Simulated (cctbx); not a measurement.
# What resolution and counting buy: ScGaCu4

Space group P6/mmm (no. 191), a = 5.4330 Å, b = 5.4330 Å, c = 7.1230 Å, α = 90.00°, β = 90.00°, γ = 120.00°.

| atom | mult. | x | y | z | Ueq (Å²) |
| --- | --- | --- | --- | --- | --- |
| Ga1 | 2 | 2/3 | 1/3 | 1/2 | 0.0045 |
| Cu1 | 2 | 2/3 | 1/3 | 0 | 0.0040 |
| Cu2 | 6 | 1/2 | 0 | 0.7368 | 0.0050 |
| Sc1 | 1 | 0 | 0 | 0 | 0.0049 |
| Sc2 | 1 | 0 | 0 | 1/2 | 0.0054 |

The model is made up (kin elements in a known structure type, no relaxation), so it says nothing on whether the phase exists.

Five simulated data sets (cctbx; Mo Kα, λ = 0.71073 Å; 1.5 % proportional error) differ in resolution or exposure (noise floor 15 counts in the first three, 8 in the last two). Each is refined with the right model, isotropic at 1.1 Å and anisotropic otherwise. How do the figures of merit and the uncertainties move?

| d min (Å) | top counts | ⟨I/σ⟩ (unmerged, absences included) | unique | param. (scale apart) | Rint | R1 | GooF | largest s.u. xyz (fractional) | s.u. U of Sc1 (Å²) | largest error (Å) |
| --- | --- | --- | --- | --- | --- | --- | --- | --- | --- | --- |
| 1.1 | 40000 | 19.2 | 47 | 6 | 0.017 | 0.0077 | 1.20 | 0.00006 | 0.0006 | 0.0000 |
| 0.84 | 40000 | 19.4 | 92 | 12 | 0.020 | 0.0059 | 0.88 | 0.00003 | 0.0004 | 0.0001 |
| 0.6 | 40000 | 14.7 | 220 | 12 | 0.023 | 0.0084 | 0.97 | 0.00002 | 0.0002 | 0.0001 |
| 0.75 | 300 | 1.1 | 124 | 12 | 0.418 | 0.0548 | 0.99 | 0.00077 | 0.0137 | 0.0031 |
| 0.75 | 3000 | 5.4 | 124 | 12 | 0.076 | 0.0219 | 0.99 | 0.00012 | 0.0017 | 0.0005 |

The number of reflections grows roughly as 1/d³: 47, 92 and 220 here. R1 follows the noise rather than the truth: at 300 counts it is 0.0548, at 3000 counts 0.0219, while GooF is 0.99 and 0.99: the weights 1/σ² carry the noise. The s.u. of U (U11 where anisotropic) for Sc1 goes 0.0006, 0.0004, 0.0002 Å² with resolution and 0.0137, 0.0017 Å² with exposure.

The 1.1 Å row also differs in its displacement model, so it isn't a clean test of resolution.

Hardware for the 0.6 Å refinement: 0.48 s on 1 thread of Arm Neoverse N1, on a shared host, peak memory 0.09 GiB.
